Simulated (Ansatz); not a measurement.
## Be2Ge (model cell, started as antifluorite): a soft mode frozen in

Wanted: the energy along a soft mode of Be2Ge (model cell, started as antifluorite) and the structure at the end.

Method: DFT PBEsol, scalar-relativistic, plane waves, PAW, in Ansatz 0.2.0.

The structure was built from a prototype and need not be the compound's stable phase.

## Step 1: The starting structure

It takes space group Fm-3m (No. 225, cubic). The conventional cell has a = 5.332 Å, b = 5.332 Å, c = 5.332 Å, α = 90.00°, β = 90.00°, γ = 90.00°. Nearest to Ge lie 8 Be at 2.31 Å. Nearest to Be lie 4 Ge at 2.31 Å. Farther neighbours are not listed.

## Step 2: The dispersion

The cell comes from relaxations at this level that are not shown. Stability and thermal properties need the whole zone. Linear response on a 4×4×4 q mesh gives force constants as far as a supercell of that size would.

Contents of input.yaml:

```yaml
crystal:
  lattice:
    - [0.0, 2.6658020919, 2.6658020919]
    - [2.6658020919, 0.0, 2.6658020919]
    - [2.6658020919, 2.6658020919, 0.0]
  atoms:
    - { symbol: Ge, position: [0.0, 0.0, 0.0] }
    - { symbol: Be, position: [0.25, 0.25, 0.25] }
    - { symbol: Be, position: [0.75, 0.75, 0.75] }
kpoints:
  mp_grid: { grid: [12, 12, 12] }
hamiltonian:
  xc: pbesol
scf:
  occupations: { method: methfessel_paxton, width: 0.15 }
output:
  eigenvalues: true
phonons:
  method: dfpt
  qmesh: [4, 4, 4]
  temperatures: { t_max: 1000, t_step: 50 }
  qpath:
    path:
      - [[0.0, 0.0, 0.0], [0.5, 0.0, 0.5], [0.625, 0.25, 0.625]]
      - [[0.375, 0.375, 0.75], [0.0, 0.0, 0.0], [0.5, 0.5, 0.5], [0.5, 0.25, 0.75], [0.5, 0.0, 0.5]]
    npoints: 10
```

On the command line:

```sh
$ ansatz run input.yaml --threads 4 --pin off --max-ram 7168MiB --backend cpu --events-out ev --progress --plain --runs-dir out
```

Numbers of over 12 decimals in the logs are rounded to 6 here.

Output:

```text
Warning: phonons: the dynamical matrix that this run interpolates holds no multipole term above the dipole-dipole one, and a site of this crystal is no centre of inversion, so its interpolated transverse optical and acoustic branches and sound speeds can stay off near Gamma, and the density of states and the thermodynamics with them. What a run solves at a wave vector of phonons.qpoints, Gamma apart, where the deck admits one, is free of this, and under fd what a larger phonons.supercell samples
Engine: ansatz 0.2.0, x86_64-unknown-linux-gnu
Pseudopotentials: kind: paw
Pseudopotential: Ge, paw, valence charge 14, recommended cutoff 420 eV (normal), Ge.paw.azcp
Pseudopotential: Be, paw, valence charge 2, recommended cutoff 420 eV (normal), Be.paw.azcp
Functional definition: PBEsol
  exchange = pbesol_x
  correlation = pbesol_c
Crystal: 3 atoms, lattice volume = 37.889 Å³
Basis set: ecut = 420 eV, 725 PW (Γ), exchange–correlation on 54×54×54 points (8 copies of the dense FFT grid, shifted against one another)
Bands: 13, of which v1, the nominal top of the filled ones, is band 9 counted from 1 (8 counted from 0)
Symmetry: 48 space group operations
k-points: 72 of 1728
Non-local potential: Ge, projectors of the file, l = 0: 2, l = 1: 2, l = 2: 3, l = 3: 1
Non-local potential: Be, projectors of the file, l = 0: 2, l = 1: 2, l = 2: 1
PAW form: soft (Blöchl's): semilocal exchange-correlation on the pseudo side does not see the compensation charge
PAW frozen core: Ge, regenerated for the run's functional, and the local potential with it (the file was generated under x = pbe(κ = 0.804, μ = 0.219515), c = pbe(β = 0.066725))
PAW frozen core: Be, regenerated for the run's functional, and the local potential with it (the file was generated under x = pbe(κ = 0.804, μ = 0.219515), c = pbe(β = 0.066725))
PAW one-centre angular grid: Ge, 590 points (default); XC on 64 Gauss nodes
PAW one-centre angular grid: Be, 110 points (default); XC on 64 Gauss nodes
Initial density: superposition of atomic densities (neutral atoms: chi_scale 0, normalization atom), corrected by the library's trained network
Initial wavefunctions: pseudopotential atomic-orbital guess
Functional: x = pbesol(κ = 0.804, μ = 0.123457), c = pbesol(β = 0.046)
SCF iter   1: F=—  HF=-4433.541623 eV  |F-HF|=—  |Δ(HF+E_count)|=         —  Δρ=2.45e-3  dr2=3.02e-3  ethr=1.77e-3  ⟨swp⟩=5.2  Hψ=5228  notcnv=0
preconditioner: auto → Kerker (q_TF=auto, 2.410 Å⁻¹)  [metal: Δε(μ)=0.036 eV  Ē_g=19.914 eV  σ=0.150 eV  W_gap=0.20  n_scr=14 (ndim 8)  ℏωp=25.6 eV  f_vac=0.002  D(μ)=0.26/eV (n_scr^D=0)]
SCF iter   2: F=—  HF=-4433.540974 eV  |F-HF|=—  |Δ(HF+E_count)|=   6.50e-4  S|Δr|=    0.00e0  Δρ=1.85e-3  dr2=1.74e-3  ethr=1.68e-5  ⟨swp⟩=1.0  Hψ=1514  notcnv=0
SCF iter   3: F=—  HF=-4433.541210 eV  |F-HF|=—  |Δ(HF+E_count)|=   2.36e-4  S|Δr|=    0.00e0  Δρ=1.02e-3  dr2=2.76e-4  ethr=9.68e-6  ⟨swp⟩=2.9  Hψ=1582  notcnv=0
SCF iter   4: F=—  HF=-4433.541054 eV  |F-HF|=—  |Δ(HF+E_count)|=   1.56e-4  S|Δr|=    0.00e0  Δρ=4.68e-4  dr2=6.91e-5  ethr=1.54e-6  ⟨swp⟩=2.0  Hψ=1301  notcnv=0
SCF iter   5: F=—  HF=-4433.541072 eV  |F-HF|=—  |Δ(HF+E_count)|=   1.80e-5  S|Δr|=    0.00e0  Δρ=2.78e-4  dr2=1.22e-5  ethr=3.84e-7  ⟨swp⟩=1.3  Hψ=977  notcnv=0
SCF iter   6: F=—  HF=-4433.541067 eV  |F-HF|=—  |Δ(HF+E_count)|=   5.19e-6  S|Δr|=    0.00e0  Δρ=2.40e-5  dr2=1.26e-7  ethr=6.80e-8  ⟨swp⟩=2.1  Hψ=1377  notcnv=0
SCF iter   7: F=—  HF=-4433.541067 eV  |F-HF|=—  |Δ(HF+E_count)|=   1.72e-7  S|Δr|=    0.00e0  Δρ=2.08e-6  dr2=1.06e-9  ethr=7.02e-10  ⟨swp⟩=2.0  Hψ=1581  notcnv=0
SCF iter   8: F=—  HF=-4433.541067 eV  |F-HF|=—  |Δ(HF+E_count)|=  6.16e-10  S|Δr|=    0.00e0  Δρ=1.78e-6  dr2=5.76e-10  ethr=5.90e-12  ⟨swp⟩=2.8  Hψ=1566  notcnv=0
SCF iter   9: F=—  HF=-4433.541067 eV  |F-HF|=—  |Δ(HF+E_count)|=  4.31e-10  S|Δr|=    0.00e0  Δρ=2.43e-7  dr2=1.14e-11  ethr=3.20e-12  ⟨swp⟩=2.1  Hψ=1503  notcnv=0
SCF iter  10: F=-4433.541067 eV  HF=-4433.541067 eV  |F-HF|=1.82e-12  |Δ(HF+E_count)|=  9.09e-12  S|Δr|=    0.00e0  Δρ=1.12e-8  dr2=5.38e-14  ethr=1.00e-12  ⟨swp⟩=5.0  Hψ=3652  notcnv=0
SCF 1 converged in 10 iterations: F = -4433.541067 eV  dr2 = 5.38e-14
  greatest PAW one-centre occupation: 0.998 electrons in one spin orbital (limit 2), on the Ge atom at site 0 (counted from 0), in its partial waves of l = 2
Initial density: read from a saved state, or passed on in memory by an earlier SCF of this step, an earlier step, the calling program or the single point that the run made first
iter 1 solved again at ethr=4.62e-7 eV; its pass at ethr=3.10e-3 eV (dr2=8.31e-5 eV) is discarded
SCF iter   1: F=—  HF=-4433.541067 eV  |F-HF|=—  |Δ(HF+E_count)|=         —  Δρ=8.83e-7  dr2=3.54e-10  ethr=4.62e-7  ⟨swp⟩=2.1  Hψ=7408  notcnv=0
eigensolver tolerance schedule: the retry pair's looser diagonalisation over-reported the residual by 234861.12 of it (diagonalisation noise at an unbounded share of the residual, at the tolerance the schedule requests for it); recorded, not acted on — ethr = c·dr2/N_el stays at c = 1.0e-1
preconditioner: auto → Kerker (q_TF=auto, 2.410 Å⁻¹)  [metal: Δε(μ)=0.036 eV  Ē_g=19.954 eV  σ=0.150 eV  W_gap=0.20  n_scr=14 (ndim 8)  ℏωp=25.6 eV  f_vac=0.000  D(μ)=0.26/eV (n_scr^D=0)]
SCF iter   2: F=—  HF=-4433.541067 eV  |F-HF|=—  |Δ(HF+E_count)|=   8.96e-8  S|Δr|=    0.00e0  Δρ=4.90e-7  dr2=9.08e-11  ethr=1.97e-12  ⟨swp⟩=3.4  Hψ=2228  notcnv=0
SCF iter   3: F=—  HF=-4433.541067 eV  |F-HF|=—  |Δ(HF+E_count)|=  5.55e-11  S|Δr|=    0.00e0  Δρ=2.81e-7  dr2=3.48e-11  ethr=1.00e-12  ⟨swp⟩=2.1  Hψ=1339  notcnv=0
SCF iter   4: F=—  HF=-4433.541067 eV  |F-HF|=—  |Δ(HF+E_count)|=  1.46e-11  S|Δr|=    0.00e0  Δρ=1.84e-7  dr2=1.57e-11  ethr=1.00e-12  ⟨swp⟩=1.0  Hψ=936  notcnv=0
SCF iter   5: F=-4433.541067 eV  HF=-4433.541067 eV  |F-HF|=6.37e-12  |Δ(HF+E_count)|=  9.09e-13  S|Δr|=    0.00e0  Δρ=1.29e-7  dr2=7.62e-12  ethr=1.00e-12  ⟨swp⟩=2.0  Hψ=1843  notcnv=0
SCF 2 converged in 5 iterations: F = -4433.541067 eV  dr2 = 7.62e-12
phonons: the bands overlap, so this run is a metal and interpolates without the dipole-dipole term. If the crystal is really an insulator or semiconductor, its LO-TO splitting is missing
NSCF: frozen V_eff on 72 k-points
NSCF: frozen V_eff on 163 k-points
DFPT response loops at q = (0, 0, 0) (fractional): preconditioner auto → Kerker (q_TF=auto, 2.410 Å⁻¹) (partly filled bands, converged f_vac=0.000); β = 1.00, the filter's whole step (`scf.mixing.beta` (0.50) is not read by the response loops under this deck's `scf.mixing.preconditioner`; to damp them name `kerker` or `kerker_dos`, under which they read `scf.mixing.beta`, and type it under 1.00, their step now; both keys bind the ground state too); Broyden in place of MSR1
NSCF: frozen V_eff on 1872 k-points
DFPT response loops at q = (0, 0, 0.25) (fractional): mixed as the last ones told, above
NSCF: frozen V_eff on 952 k-points
DFPT response loops at q = (0, 0, -0.5) (fractional): mixed as the last ones told, above
NSCF: frozen V_eff on 1020 k-points
DFPT response loops at q = (0, 0.25, 0.25) (fractional): mixed as the last ones told, above
NSCF: frozen V_eff on 3456 k-points
DFPT response loops at q = (0, 0.25, -0.5) (fractional): mixed as the last ones told, above
NSCF: frozen V_eff on 1872 k-points
DFPT response loops at q = (0, 0.25, -0.25) (fractional): mixed as the last ones told, above
NSCF: frozen V_eff on 560 k-points
DFPT response loops at q = (0, -0.5, -0.5) (fractional): mixed as the last ones told, above
NSCF: frozen V_eff on 1020 k-points
DFPT response loops at q = (0.25, -0.5, -0.25) (fractional): mixed as the last ones told, above
SCF converged after 10 iterations
Stability not checked: this state was not tested for a lower state beside it, because cold or Methfessel-Paxton smearing, or corrected tetrahedra, fill the levels in a way that the test cannot read (fill_not_monotonic; see scf.lower_state_search)
Free energy (F): -4433.541067 eV
Harris-Foulkes:  -4433.541067 eV  (|F-HF|=1.82e-12)
Internal energy: -4433.541219 eV  (E = F + TS)
E sigma→0 (E₀):  -4433.541105 eV
Entropy (-TS):   0.000152 eV (0.051 meV/atom)
Fermi energy:    9.255605 eV
--- Per-component energies (eV) ---
  E_band       = -128.682170
  E_kinetic    = 152.007698
  E_local      = -2537.576278  (includes V_loc(G=0)·N_el)
  E_nonlocal   = 430.137853
  E_hartree    = 1125.815520
  E_xc         = -114.081534
  E_vxc        = -106.304806  (∫ρ·V_xc dr)
  E_paw        = -2094.670619  (= ΣΔE_a)
  E_vpaw       = -318.577940  (= ΣTr[D̂ρ^β])
  E_aug_tail   = 0.000271  (compensation charges beyond the density's cutoff)
  E_ewald      = -1396.111129
  E_core_change = 0.936999  (= ΣΔE_core)
  E_smearing   = 0.000152  (= −TS)
  E_closure    = 0.000000  (closes the sum)
  Σ components = -4433.541067   (vs F -4433.541067, Δ=0.00e0)
--- Band table (eV; the first three rows and the last of 72) ---
  k-point 0: bands = [... 5 lower, -3.6873, 9.7632, 9.7632, 9.7632, 9.9048, 9.9048, 9.9048, 13.7198]
  k-point 1: bands = [... 5 lower, -3.5991, 8.1478, 9.1209, 9.1209, 10.5817, 10.5817, 10.9555, 14.1589]
  k-point 2: bands = [... 5 lower, -3.3368, 6.3552, 8.5279, 8.5279, 11.1489, 11.1489, 11.3568, 14.8106]
  k-point 71: bands = [... 5 lower, -0.4422, 3.3587, 3.3587, 3.8997, 12.6874, 12.6874, 13.6172, 13.7864]
--- Phonons (Γ-DFPT): 2 representative perturbations + reference (Σ response iterations 6) ---
  ASR residual: 1.326e-6 → 0.000e0 eV/Å²; symmetrization residual: 3.298e-7 eV/Å²
  ASR residual per site (eV/Å²): 8.67e-7 1.33e-6 1.33e-6
  Γ frequencies (cm⁻¹): 0.00 0.00 0.00 378.61 378.61 378.61 389.62 389.62 389.62
--- Phonons (arbitrary-q DFPT): 8 irreducible q on the 4×4×4 mesh ---
  q = [0.0000, 0.0000, 0.0000] (star 1, of the zone-centre solve; hermiticity 8.18e-8, symmetrization 2.69e-13): -0.00 0.00 0.00 378.61 378.61 378.61 389.62 389.62 389.62
  q = [0.0000, 0.0000, 0.2500] (star 8, 2 solved perturbations on 936 of 1728 k-point pairs; hermiticity 1.88e-7, symmetrization 2.19e-13): 52.55 52.55 166.55 362.87 362.87 382.77 406.48 406.48 499.56
  q = [0.0000, 0.0000, -0.5000] (star 4, 2 solved perturbations on 476 of 1728 k-point pairs; hermiticity 6.76e-8, symmetrization 1.16e-12): -44.87 -44.87 203.54 390.27 390.27 408.96 408.96 429.84 532.98
  q = [0.0000, 0.2500, 0.2500] (star 6, 4 solved perturbations in 1608 linear systems a pass and spin channel, the states on 510 of 1728 k-point pairs; hermiticity 8.15e-8, symmetrization 4.14e-13): 77.45 77.45 168.14 341.44 341.44 414.79 417.04 417.04 490.08
  q = [0.0000, 0.2500, -0.5000] (star 24, 4 solved perturbations in 5328 linear systems a pass and spin channel, the states on 1728 of 1728 k-point pairs; hermiticity 4.62e-8, symmetrization 2.87e-13): 41.64 150.87 181.60 361.13 384.62 408.19 417.95 439.74 475.37
  q = [0.0000, 0.2500, -0.2500] (star 12, 4 solved perturbations in 2892 linear systems a pass and spin channel, the states on 936 of 1728 k-point pairs; hermiticity 9.33e-8, symmetrization 2.75e-13): 83.65 154.19 169.95 348.41 390.00 407.19 420.05 441.48 450.94
  q = [0.0000, -0.5000, -0.5000] (star 3, 4 solved perturbations in 886 linear systems a pass and spin channel, the states on 280 of 1728 k-point pairs; hermiticity 1.82e-8, symmetrization 2.44e-13): -74.47 -74.47 221.22 358.65 358.65 416.06 416.06 423.26 531.69
  q = [0.2500, -0.5000, -0.2500] (star 6, 4 solved perturbations in 1544 linear systems a pass and spin channel, the states on 510 of 1728 k-point pairs; hermiticity 1.54e-8, symmetrization 7.34e-13): 143.92 163.68 163.68 394.67 397.67 401.63 401.63 411.78 463.21
  sum rule: each row above includes the acoustic sum rule's correction from the zone centre's row sums; it moved no ω² by more than (0.20 cm⁻¹)²
  mesh force constants: q→R imaginary residual 3.89e-18; ASR residual 1.326e-6 → 0.000e0 eV/Å²; symmetrization residual 1.193e-15 eV/Å²
  interpolated dispersion: 62 rows × 9 modes
  density of states and harmonic sums: on the 20×20×20 q-mesh, interpolated from the force constants of a 4×4×4 supercell (no non-analytic term)
  largest difference from the sums on the solved wave vectors: F 3.03e-2 eV, S 4.33e-5 and C_V 1.37e-5 eV/K
  zero-point energy: 0.175023 eV/cell   skipped modes (ω ≤ 0): 48, of them read as no rigid motion or as one in doubt: 45 (1.138e-1 modes/cell left out, lowest -74.47 cm⁻¹)   left out of the sums: 1.27e-2 of the cell's modes: C_V's classical limit lies that fraction below 3 k_B per atom; for a crystal, a wire or a layer, F and S can be off by more, and a phonons.interpolated_qmesh denser along its periods is the remedy for the sampling
```

The job ended after 5.3 min (4 threads of Intel Xeon 6975P-C (Granite Rapids), shared host; peak memory 2.2 GiB).

This step gave:

```
volume per atom                                         : 12.63 Å³
gap on the k-mesh                                       : 0 eV
sum-rule residual before enforcement                    : 1.33e-6 eV/Å²
lowest frequency on the path                            : -74.47 cm⁻¹
point group                                             : m-3m
highest frequency on the path or at a solved wavevector : 533 cm⁻¹
highest optical mode at the zone centre (no LO-TO term) : 389.6 cm⁻¹
lowest optical zone-centre mode                         : 378.6 cm⁻¹
lowest mode on the q mesh (acoustic modes at Γ apart)   : -74.47 cm⁻¹
```

Frequencies (cm⁻¹) solved at each irreducible wavevector; negative means imaginary. Frequencies by wavevector, by row:

```
q in reciprocal lattice units  star  mode 1  mode 2  mode 3  mode 4  mode 5  mode 6  mode 7  mode 8  mode 9
                        0 0 0     1       0       0       0   378.6   378.6   378.6   389.6   389.6   389.6
                     0 0 0.25     8    52.5    52.5   166.6   362.9   362.9   382.8   406.5   406.5   499.6
                     0 0 -0.5     4   -44.9   -44.9   203.5   390.3   390.3     409     409   429.8     533
                  0 0.25 0.25     6    77.5    77.5   168.1   341.4   341.4   414.8     417     417   490.1
                  0 0.25 -0.5    24    41.6   150.9   181.6   361.1   384.6   408.2   417.9   439.7   475.4
                 0 0.25 -0.25    12    83.7   154.2   169.9   348.4     390   407.2   420.1   441.5   450.9
                  0 -0.5 -0.5     3   -74.5   -74.5   221.2   358.6   358.6   416.1   416.1   423.3   531.7
              0.25 -0.5 -0.25     6   143.9   163.7   163.7   394.7   397.7   401.6   401.6   411.8   463.2
```

Interpolated from a 4×4×4 q mesh. Phonon branches along the path, in cm⁻¹:

```
    point  branch 1  branch 2  branch 3  branch 4  branch 5  branch 6  branch 7  branch 8  branch 9
        Γ         0         0         0       379       379       379       390       390       390
  halfway        78        78       168       341       341       415       417       417       490
        X       -74       -74       221       359       359       416       416       423       532
  halfway       -60        62       214       361       374       409       417       422       515
        U        32       151       199       363       396       402       417       419       482
jump to K        32       151       199       363       396       402       417       419       482
  halfway        78       126       153       347       374       384       415       449       464
        Γ         0         0         0       379       379       379       390       390       390
  halfway        53        53       167       363       363       383       406       406       500
        L       -45       -45       204       390       390       409       409       430       533
  halfway        82       132       192       366       388       417       422       444       458
        W       144       164       164       395       398       402       402       412       463
  halfway        74        76       207       375       376       407       414       420       500
        X       -74       -74       221       359       359       416       416       423       532
```

The phonon branches as a text plot (rows in cm⁻¹):

```
    520 |        *******                     *******          ***
    495 |      **       **                  *       *        *
    470 |    **           **   ***         *         **  ****
    444 |   *               ********      *          ****
    419 |  ***********************  *    *  * *******************
    394 |****           ********* ************ ***************
    368 |**       ***********   ***************    ******    ****
    343 |  *******           *****
    318 |
    293 |
    267 |
    242 |
    217 |        ********                                     ***
    191 |       *        ****                ************   **
    166 |      *           *****            *           ****
    141 |    **          **    ***         *          ** ***
    115 |   *           *       ****      *          *  *   *
     90 |    ***             **** ***    *          * **     *
     65 |  **   *      *   **    ****      **        *
     39 | **     *        *         **  ***  *     **         *
     14 |                *           *  *     *
    -11 |*                            **           *
    -37 |               *                      ****
    -62 |         ******                                       **
         Γ           X  U|K            Γ         L        W     X
```

Symmetry leaves 8 wavevectors to solve. The lowest mode among them, the acoustic zeros apart, lies at q = (0, -0.5, -0.5) and is imaginary, 74.5i cm⁻¹, so the energy falls along it.

## Step 3: The mode frozen in, largest atomic shift 0 Å

The mode followed lies at q = (0, -0.5, -0.5) with frequency 74.5i cm⁻¹ and is 2-fold degenerate, the softest among the wavevectors solved. At small amplitude the distorted cell has space group no. 63 by a symmetry search on the positions. The undistorted cell that holds it gives the zero of energy on the same k mesh.

System of this step: Be2Ge (model cell, started as antifluorite). The structure is cubic, space group Fm-3m (No. 225). Conventional cell: a = 5.332 Å, b = 5.332 Å, c = 5.332 Å, α = 90.00°, β = 90.00°, γ = 90.00°. Nearest to Ge lie 8 Be at 2.31 Å. Nearest to Be lie 4 Ge at 2.31 Å. Farther neighbours are not listed.

Contents of input.yaml:

```yaml
crystal:
  lattice:
    - [0.0, -2.6658020919, -2.6658020919]
    - [0.0, 2.6658020919, -2.6658020919]
    - [5.3316041838, 0.0, 0.0]
  atoms:
    - { symbol: Ge, position: [0.5, 0.5, 0.5] }
    - { symbol: Ge, position: [0.0, 0.0, 0.0] }
    - { symbol: Be, position: [0.0, 0.5, 0.75] }
    - { symbol: Be, position: [0.5, 0.0, 0.25] }
    - { symbol: Be, position: [0.0, 0.5, 0.25] }
    - { symbol: Be, position: [0.5, 0.0, 0.75] }
kpoints:
  mp_grid: { grid: [8, 8, 6] }
hamiltonian:
  xc: pbesol
scf:
  occupations: { method: methfessel_paxton, width: 0.15 }
output:
  forces: true
  stress: true
  eigenvalues: true
```

Output:

```text
[...]
Crystal: 6 atoms, lattice volume = 75.778 Å³
Basis set: ecut = 420 eV, 1465 PW (Γ), exchange–correlation on 54×54×72 points (8 copies of the dense FFT grid, shifted against one another)
Bands: 24, of which v1, the nominal top of the filled ones, is band 18 counted from 1 (17 counted from 0)
Symmetry: 32 space group operations
[...]
k-points: 60 of 384
[...]
k-point 0: bands = [... 14 lower, 4.9815, 9.1873, 9.2245, 9.7639, 9.7639, 9.7650, 9.9041, 9.9048, ... 2 higher]
  k-point 1: bands = [... 14 lower, 5.1245, 8.4265, 8.4265, 9.0524, 9.2606, 9.3810, 9.8454, 11.3656, ... 2 higher]
  k-point 2: bands = [... 14 lower, 5.5512, 7.2205, 7.2205, 7.6189, 9.3646, 9.6981, 9.9736, 12.4230, ... 2 higher]
  k-point 59: bands = [... 14 lower, 3.3587, 3.3587, 3.9003, 3.9003, 12.6872, 12.6872, 12.6872, 12.6872, ... 2 higher]
[key lines of the parts left out:]
SCF converged after 7 iterations
Free energy (F): -8867.080928 eV
Fermi energy:    9.259908 eV
P = ⅓ Tr σ = -0.0037 GPa (-0.037 kbar)
```

Run time: 2.1 s. Hardware: 4 threads; peak memory 0.46 GiB.

This step gave:

- pressure: -0.003659 GPa
- energy from the undistorted cell: 0 meV/atom

The run ends at a pressure of 0.00 GPa.

(Part 1 of 2 ends here.)

[Logs are printed without paths, hosts, clocks, repeated set-up lines and the standing remarks that a program may print on its own settings, such as how far it seeks lower states.]

[Hosts, paths, dates, database ids (printed as entryN), source tags and the programs' standing remarks are cut or masked in the printed files.]
